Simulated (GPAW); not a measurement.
# Ballistic transport through a Pb chain with one O atom in line, from relaxation to T(E), part 2 of 3

Aim: the conductance of a Pb chain with one O atom in line after relaxation, and whether geometry, basis or functional moves it most.

GPAW 26.7.0; GPAW LCAO, PAW setups; relaxation of the junction within the symmetry of its start, lead ends held (the session's first sound run).

So far, transmission at the Fermi level (one spin): step 3 (double-zeta polarised basis) 1.47.

### Step 4. Single-zeta polarised basis

The second zeta is dropped, the polarisation orbitals stay.

File run.py:

```python
import json
import numpy as np
from ase import Atoms
from ase.transport.calculators import TransportCalculator
from gpaw import GPAW, FermiDirac
from gpaw.lcao.tools import get_lcao_hamiltonian
from scipy.linalg import eigh

# The junction with lead layers at both ends, along the third cell vector
device = Atoms(
    ['Pb', 'Pb', 'Pb', 'Pb', 'Pb', 'Pb', 'O', 'Pb', 'Pb', 'Pb', 'Pb', 'Pb', 'Pb'],
    positions=[
        [4.50000, 4.50000, 1.45000],
        [4.50000, 4.50000, 4.35000],
        [4.50000, 4.50000, 7.25000],
        [4.50000, 4.50000, 10.15000],
        [4.50000, 4.50000, 13.05000],
        [4.50000, 4.50000, 15.84019],
        [4.50000, 4.50000, 17.91010],
        [4.50000, 4.50000, 19.98001],
        [4.50000, 4.50000, 22.77020],
        [4.50000, 4.50000, 25.67020],
        [4.50000, 4.50000, 28.57020],
        [4.50000, 4.50000, 31.47020],
        [4.50000, 4.50000, 34.37020]],
    cell=[[9.0, 0.0, 0.0], [0.0, 9.0, 0.0], [0.0, 0.0, 35.8202]],
    pbc=True)

# One principal layer of the lead: the first 3 atoms of the device
lead = Atoms(
    ['Pb', 'Pb', 'Pb'],
    positions=[
        [4.50000, 4.50000, 1.45000],
        [4.50000, 4.50000, 4.35000],
        [4.50000, 4.50000, 7.25000]],
    cell=[[9.0, 0.0, 0.0], [0.0, 9.0, 0.0], [0.0, 0.0, 8.7]],
    pbc=True)

settings = dict(mode='lcao', basis='szp(dzp)', xc='PBE', h=0.18,
                occupations=FermiDirac(0.1), maxiter=250,
                mixer=dict(beta=0.1, nmaxold=8, weight=100.0),
                convergence=dict(density=0.0001))
energies = np.arange(-2, 2 + 1e-9, 0.025)
eta = 0.0001
n1, n2 = 1, 1
# k and -k transmit alike, so half of the mesh across the current serves
mesh = [(i, j) for i in range(n1) for j in range(n2) if (i, j) <= (-i % n1, -j % n2)]
weights = np.array([1 if (i, j) == (-i % n1, -j % n2) else 2 for i, j in mesh]) / (n1 * n2)


def ground_state(atoms, size, txt):
    atoms.calc = GPAW(kpts={'size': size, 'gamma': True}, symmetry={'tolerance': 1e-3}, txt=txt, **settings)
    atoms.get_potential_energy()
    return atoms.calc.get_fermi_level()


def blocks(atoms, fermi, points, nz, cells):
    """H - E_F S and S between cell 0 and the cells above it, at each point across the current."""
    kz = np.arange(nz) / nz
    calc = atoms.calc.fixed_density(kpts=[(*k, z) for k in points for z in kz], symmetry='off', txt=None)
    H, S = get_lcao_hamiltonian(calc)
    H = (H - fermi * S).reshape(len(H), len(points), nz, *S.shape[1:])
    S = S.reshape(H.shape[1:])
    phases = [np.exp(-2j * np.pi * kz * R) / nz for R in cells]
    return [(np.einsum('skzij,z->ksij', H, p), np.einsum('kzij,z->kij', S, p)) for p in phases]


def pair(a, b):
    return np.block([[a, b], [b.T.conj(), a]])


def count_channels(h, s, cells, nk=240):
    """Half the number of times that the lead's bands cross each energy, unfolded to its shortest repeat."""
    b = len(h) // cells
    bands = []
    for k in (np.arange(nk + 1) + 0.5) / nk:
        hk, sk = h[:b, :b].copy(), s[:b, :b].copy()
        for R in range(1, cells):
            phase, block = np.exp(2j * np.pi * k * R), slice(R * b, (R + 1) * b)
            hk += h[:b, block] * phase + (h[:b, block] * phase).T.conj()
            sk += s[:b, block] * phase + (s[:b, block] * phase).T.conj()
        w, u = eigh(sk)
        x = u[:, w > 1e-5] / w[w > 1e-5]**0.5  # drop near-dependent combinations
        bands.append(np.r_[eigh(x.T.conj() @ hk @ x, eigvals_only=True), [1e9] * (w <= 1e-5).sum()])
    below = np.array(bands)[:, :, None] < energies
    return (below[1:] != below[:-1]).sum((0, 1)) / 2


fermi_lead = ground_state(lead, (1, 1, 13), 'lead.txt')
fermi_device = ground_state(device, (1, 1, 2), 'device.txt')
T, channels, eigen, tail, misfit, shifts = [], [], [], 0.0, 0.0, []
for first in range(0, len(mesh), 657):
    points = [(i / n1, j / n2) for i, j in mesh[first:first + 657]]
    (H0k, S0k), (H1k, S1k), (H2k, _) = blocks(lead, fermi_lead, points, 5, range(3))
    [(Hk, Sk)] = blocks(device, fermi_device, points, 2, [0])
    tail = max(tail, abs(H2k).max())
    for H0, S0, H1, S1, H, S in zip(H0k, S0k, H1k, S1k, Hk, Sk):
        n = len(S0)
        # Shift the lead onto the potential of the device's first layer
        shift = ((H[:, 0, 0] - H0[:, 0, 0]) / S0[0, 0]).real.mean()
        shifts.append(shift)
        misfit = max(misfit, abs(H[:, :n, :n] - H0 - shift * S0).max())
        Tk, Ck, Ek = [], [], []
        for s in range(len(H)):
            t = s % len(H0)  # a lead without moments serves both spins
            h1, s1 = pair(H0[t] + shift * S0, H1[t] + shift * S1), pair(S0, S1)
            leads = dict(h1=h1, s1=s1, energies=energies, eta=eta, eta1=eta, eta2=eta)
            calc = TransportCalculator(h=H[s], s=S, eigenchannels=3, **leads)
            Tk.append(calc.get_transmission())
            Ek.append(np.sort(calc.eigenchannels_ne, axis=0)[::-1])
            Ck.append(count_channels(h1, s1, 6))
        T.append(Tk)
        channels.append(Ck)
        eigen.append(Ek)
T, channels = np.array(T), np.array(channels)
mean, open_channels = np.einsum('kse,k->se', T, weights), np.einsum('kse,k->se', channels, weights)

print(f'basis functions: device {len(S)}, principal layer {n}')
print(f'Fermi level: lead {fermi_lead:.4f} eV, device {fermi_device:.4f} eV; lead shifted by {np.mean(shifts):.4f} eV')
print(f'largest coupling past the next layer {tail:.2e} eV, largest misfit of the first layer {misfit:.3f} eV')
print('  E-E_F (eV)   ' + 'T (one spin)  channels')
for e, t, c in zip(energies, mean.T, open_channels.T):
    print(f'{e:10.3f}  ', *[f'{x:11.4e}' for x in t], *[f'{x:9.4f}' for x in c])

kT = 8.617333e-5 * 300
fine = np.linspace(energies[0], energies[-1], 4001)
both = np.exp(np.interp(fine, energies, np.log(np.maximum(mean.sum(0) * 2 / len(mean), 1e-30))))
fermi = lambda mu: 1 / (1 + np.exp(np.clip((fine - mu) / kT, -200, 200)))
slope = fermi(0) * (1 - fermi(0)) / kT
G = np.trapezoid(both * slope, fine) / 2
seebeck = -np.trapezoid(both * slope * fine, fine) / (2 * G * 300) * 1e6
print(f'conductance at 300 K: {G:.5g} G0 a cell; thermopower {seebeck:.4g} uV/K')
bias = [0.1, 0.2, 0.5, 1.0, 1.5, 2.0]
current = [38.74 * np.trapezoid(both * (fermi(V / 2) - fermi(-V / 2)), fine) for V in bias]
for V, I in zip(bias, current):
    print(f'current from the zero-bias T(E) at {V} V: {I:.5g} uA')
zero = abs(energies).argmin()
json.dump(dict(energies=energies.tolist(), T=mean.tolist(), channels=open_channels.tolist(), G=G, seebeck=seebeck,
               bias=bias, current=current, tail=tail, misfit=misfit, shift=np.mean(shifts), n_device=len(S), n_lead=n,
               fermi=[fermi_lead, fermi_device], energy=device.get_potential_energy(),
               moments=device.get_magnetic_moments().tolist(), mesh=mesh, weights=weights.tolist(),
               T_k=T[:, :, zero].tolist(), eigen=np.array(eigen[0]).tolist()), open('result.json', 'w'))
```

Launch:

```
OMP_NUM_THREADS=1 OPENBLAS_NUM_THREADS=1 python run.py
```

Elapsed: 2 min, on 1 thread of Intel Xeon Platinum 8259CL at 2.50GHz (Skylake/Cascade Lake), shared host; peak memory 1.7 GiB.

Numbers from this step:

```yaml
conductance: 1.652 G₀
thermopower: 2.052 μV/K
largest_coupling_past_the_next_principal_layer: 2.75e-8 eV
largest_misfit_of_the_first_principal_layer: 0.02211 eV
shift_that_aligns_the_lead: -0.004095 eV
basis_functions_of_the_junction: 177
basis_functions_of_a_principal_layer: 42
transmission_at_the_fermi_level_one_spin: 1.656
```

One spin. The transmission, zone mean by energy, zero at the Fermi level:

energy (eV), transmission, zone mean and a bar from the least value:
```
   -2.000       0.18 
   -1.900       0.21 #
   -1.800       0.24 #
   -1.700       0.27 ##
   -1.600       0.29 ##
   -1.500       0.32 ###
   -1.400       0.34 ###
   -1.300       0.36 ####
   -1.200       0.38 ####
   -1.100       0.39 ####
   -1.000       0.41 #####
   -0.900       0.42 #####
   -0.800       0.43 #####
   -0.700       0.45 #####
   -0.600       1.22 #####################
   -0.500       1.43 #########################
   -0.400       1.50 ##########################
   -0.300       1.58 ############################
   -0.200       1.66 #############################
   -0.100       1.68 ##############################
    0.000       1.66 #############################
    0.100       1.59 ############################
    0.200       1.51 ##########################
    0.300       1.42 #########################
    0.400       1.35 #######################
    0.500       1.29 ######################
    0.600       1.24 #####################
    0.700       1.20 ####################
    0.800       1.17 ####################
    0.900       1.14 ###################
    1.000       1.12 ###################
    1.100       1.10 ##################
    1.200       1.09 ##################
    1.300       1.07 ##################
    1.400       1.06 ##################
    1.500       1.06 ##################
    1.600       1.05 ##################
    1.700       1.06 ##################
    1.800       1.06 ##################
    1.900       1.07 ##################
    2.000       1.08 ##################
```

Not self-consistent under bias; the bias window is split evenly. Current through one cell, from the zero-bias transmission against bias:

```
bias (V)  current through one cell, from the zero-bias transmission (μA)
   0.100                                                            12.8
   0.200                                                            25.5
   0.500                                                            62.5
   1.000                                                             118
   1.500                                                             161
   2.000                                                             192
```

Transmission of the three most open eigenchannels against energy, zero at the Fermi level:

```
energy (eV)  channel 1  channel 2  channel 3
     -2.000      0.175          0          0
     -1.900      0.209          0          0
     -1.800      0.240          0          0
     -1.700      0.268          0          0
     -1.600      0.293          0          0
     -1.500      0.317          0          0
     -1.400      0.338          0          0
     -1.300      0.358          0          0
     -1.200      0.376          0          0
     -1.100      0.392          0          0
     -1.000      0.408          0          0
     -0.900      0.422          0          0
     -0.800      0.434          0          0
     -0.700      0.446     1.6e-8     1.6e-8
     -0.600      0.457      0.382      0.382
     -0.500      0.482      0.482      0.467
     -0.400      0.513      0.513      0.476
     -0.300      0.550      0.550      0.484
     -0.200      0.581      0.581      0.492
     -0.100      0.591      0.591      0.499
      0.000      0.575      0.575      0.506
      0.100      0.539      0.539      0.512
      0.200      0.518      0.494      0.494
      0.300      0.523      0.449      0.449
      0.400      0.528      0.409      0.409
      0.500      0.533      0.376      0.376
      0.600      0.537      0.350      0.350
      0.700      0.541      0.330      0.330
      0.800      0.545      0.312      0.312
      0.900      0.548      0.298      0.298
      1.000      0.551      0.285      0.285
      1.100      0.554      0.274      0.274
      1.200      0.556      0.265      0.265
      1.300      0.559      0.257      0.257
      1.400      0.561      0.251      0.251
      1.500      0.562      0.247      0.247
      1.600      0.564      0.245      0.245
      1.700      0.565      0.246      0.246
      1.800      0.566      0.248      0.248
      1.900      0.567      0.252      0.252
      2.000      0.568      0.257      0.257
```

The conductance, 1.65 G₀, lies 13 % above that of the dzp run.

### Step 5. GPAW, sz: basis = "sz(dzp)"

The minimal basis is the cheapest rung: no second zeta and no polarisation.

run.py, as its differences from that of step 4:

```diff
@@ -38,3 +38,3 @@
 
-settings = dict(mode='lcao', basis='szp(dzp)', xc='PBE', h=0.18,
+settings = dict(mode='lcao', basis='sz(dzp)', xc='PBE', h=0.18,
                 occupations=FermiDirac(0.1), maxiter=250,
```

It took 1.8 min on 1 thread; peak memory 1.6 GiB.

This step gave:

- conductance: 1.842 G₀
- thermopower: 1.543 μV/K
- largest coupling past the next principal layer: 2.77e-8 eV
- largest misfit of the first principal layer: 0.03548 eV
- shift that aligns the lead: -2.19e-4 eV
- basis functions of the junction: 112
- basis functions of a principal layer: 27
- transmission at the Fermi level (one spin): 1.847

One spin. Table of transmission, zone mean by energy, zero at the Fermi level:

```
energy (eV)  transmission, zone mean
     -2.000                    0.191
     -1.900                    0.222
     -1.800                    0.251
     -1.700                    0.276
     -1.600                    0.300
     -1.500                    0.321
     -1.400                    0.341
     -1.300                    0.358
     -1.200                    0.375
     -1.100                    0.390
     -1.000                    0.403
     -0.900                    0.416
     -0.800                    0.427
     -0.700                     1.00
     -0.600                     1.62
     -0.500                     1.67
     -0.400                     1.70
     -0.300                     1.77
     -0.200                     1.84
     -0.100                     1.86
      0.000                     1.85
      0.100                     1.79
      0.200                     1.71
      0.300                     1.62
      0.400                     1.53
      0.500                     1.46
      0.600                     1.41
      0.700                     1.36
      0.800                     1.32
      0.900                     1.28
      1.000                     1.24
      1.100                     1.21
      1.200                     1.18
      1.300                     1.15
      1.400                     1.13
      1.500                     1.12
      1.600                     1.10
      1.700                     1.10
      1.800                     1.09
      1.900                     1.09
      2.000                     1.09
```

The conductance, 1.84 G₀, lies 26 % above that of the dzp run.

### Step 6. LDA in the dzp basis: xc = "LDA"

Back in the dzp basis, the functional changes from PBE to LDA, to set the spread between functionals beside that between bases.

run.py, as its differences from that of step 5:

```diff
@@ -38,3 +38,3 @@
 
-settings = dict(mode='lcao', basis='sz(dzp)', xc='PBE', h=0.18,
+settings = dict(mode='lcao', basis='dzp', xc='LDA', h=0.18,
                 occupations=FermiDirac(0.1), maxiter=250,
```

Elapsed: 2.1 min, on 1 thread; peak memory 1.7 GiB.

Numbers from this step:

| Item | Value |
| --- | --- |
| conductance | 1.526 G₀ |
| thermopower | 2.340 μV/K |
| largest coupling past the next principal layer | 2.83e-8 eV |
| largest misfit of the first principal layer | 0.01720 eV |
| shift that aligns the lead | -0.003638 eV |
| basis functions of the junction | 289 |
| basis functions of a principal layer | 69 |
| transmission at the Fermi level (one spin) | 1.531 |

The conductance, 1.53 G₀, lies 4.1 % above that of the dzp run.

### Step 7. The structure as built: geometry = "as built"

The dzp basis with PBE on the structure as first built shows what the relaxation was worth.

run.py, as its differences from that of step 6:

```diff
@@ -17,5 +17,5 @@
         [4.50000, 4.50000, 13.05000],
-        [4.50000, 4.50000, 15.84019],
+        [4.50000, 4.50000, 15.95000],
         [4.50000, 4.50000, 17.91010],
-        [4.50000, 4.50000, 19.98001],
+        [4.50000, 4.50000, 19.87020],
         [4.50000, 4.50000, 22.77020],
@@ -38,3 +38,3 @@
 
-settings = dict(mode='lcao', basis='dzp', xc='LDA', h=0.18,
+settings = dict(mode='lcao', basis='dzp', xc='PBE', h=0.18,
                 occupations=FermiDirac(0.1), maxiter=250,
```

The job ended after 2.9 min (1 thread; peak memory 1.7 GiB).

This step gave:

| Property | Result |
| --- | --- |
| conductance | 1.523 G₀ |
| largest coupling past the next principal layer | 2.76e-8 eV |
| largest misfit of the first principal layer | 0.02331 eV |
| shift that aligns the lead | 0.006397 eV |
| transmission at the Fermi level (one spin) | 1.528 |

The conductance, 1.52 G₀, lies 3.8 % above that of the dzp run.

### Step 8. The ladder

Times are for 1 thread of Intel Xeon Platinum 8259CL at 2.50GHz (Skylake/Cascade Lake), shared host. The runs compared:

```
no.      run  conductance (G₀)     time  memory (GiB)
  1      dzp             1.467  2.6 min           1.7
  2      szp             1.652    2 min           1.7
  3       sz             1.842  1.8 min           1.6
  4  dzp LDA             1.526  2.1 min           1.7
  5  asbuilt             1.523  2.9 min           1.7
```

### Step 9. Comparison

The curves are compared point by point over the common energies.

This step: comparison of transmission and cost over codes, levels and geometry (GPAW 26.7.0).

Ladder, by row:

```
   step  code  T at the Fermi level (sum over the listed spins)  conductance (G0)  r.m.s. T(E) from the first  wall time (s)  peak memory (GiB)  threads
    dzp  GPAW                                             1.471             1.467                           0          153.9               1.72        1
    szp  GPAW                                             1.656             1.652                       0.131          119.8               1.69        1
     sz  GPAW                                             1.847             1.842                      0.2732          106.3               1.57        1
dzp-LDA  GPAW                                             1.531             1.526                     0.03822          124.4               1.72        1
asbuilt  GPAW                                             1.528             1.523                      0.1133          176.1               1.72        1
```

Table of transmission, zone mean, sum over the listed spins by energy, zero at the Fermi level:

```
energy (eV)    dzp    szp     sz  dzp-LDA  asbuilt
    -2.0000  0.191  0.175  0.191    0.195    0.145
    -1.7500  0.265  0.254  0.264    0.268    0.204
    -1.5000  0.326  0.317  0.321    0.328    0.251
    -1.2500  0.374  0.367  0.367    0.377    0.290
    -1.0000  0.414  0.408  0.403    0.418    0.321
    -0.7500  0.447  0.440  0.432    0.452    0.347
    -0.5000   1.23   1.43   1.67     1.26     1.06
    -0.2500   1.44   1.62   1.81     1.50     1.39
    -0.1000   1.50   1.68   1.86     1.56     1.51
     0.0000   1.47   1.66   1.85     1.53     1.53
     0.2500   1.27   1.46   1.66     1.33     1.41
     0.5000   1.11   1.29   1.46     1.17     1.29
     0.7500   1.03   1.18   1.34     1.08     1.21
     1.0000  0.983   1.12   1.24     1.03     1.14
     1.2500  0.948   1.08   1.17    0.988     1.06
     1.5000  0.929   1.06   1.12    0.965    0.993
     1.7500  0.927   1.06   1.10    0.963    0.932
     2.0000  0.938   1.08   1.09    0.975    0.861
```

(Part 2 of 3 ends here.)

[Logs are printed without paths, hosts, clocks, repeated set-up lines and the standing remarks that a program may print on its own settings, such as how far it seeks lower states.]

[Hosts, paths, dates, database ids (printed as entryN), source tags and the programs' standing remarks are cut or masked in the printed files.]
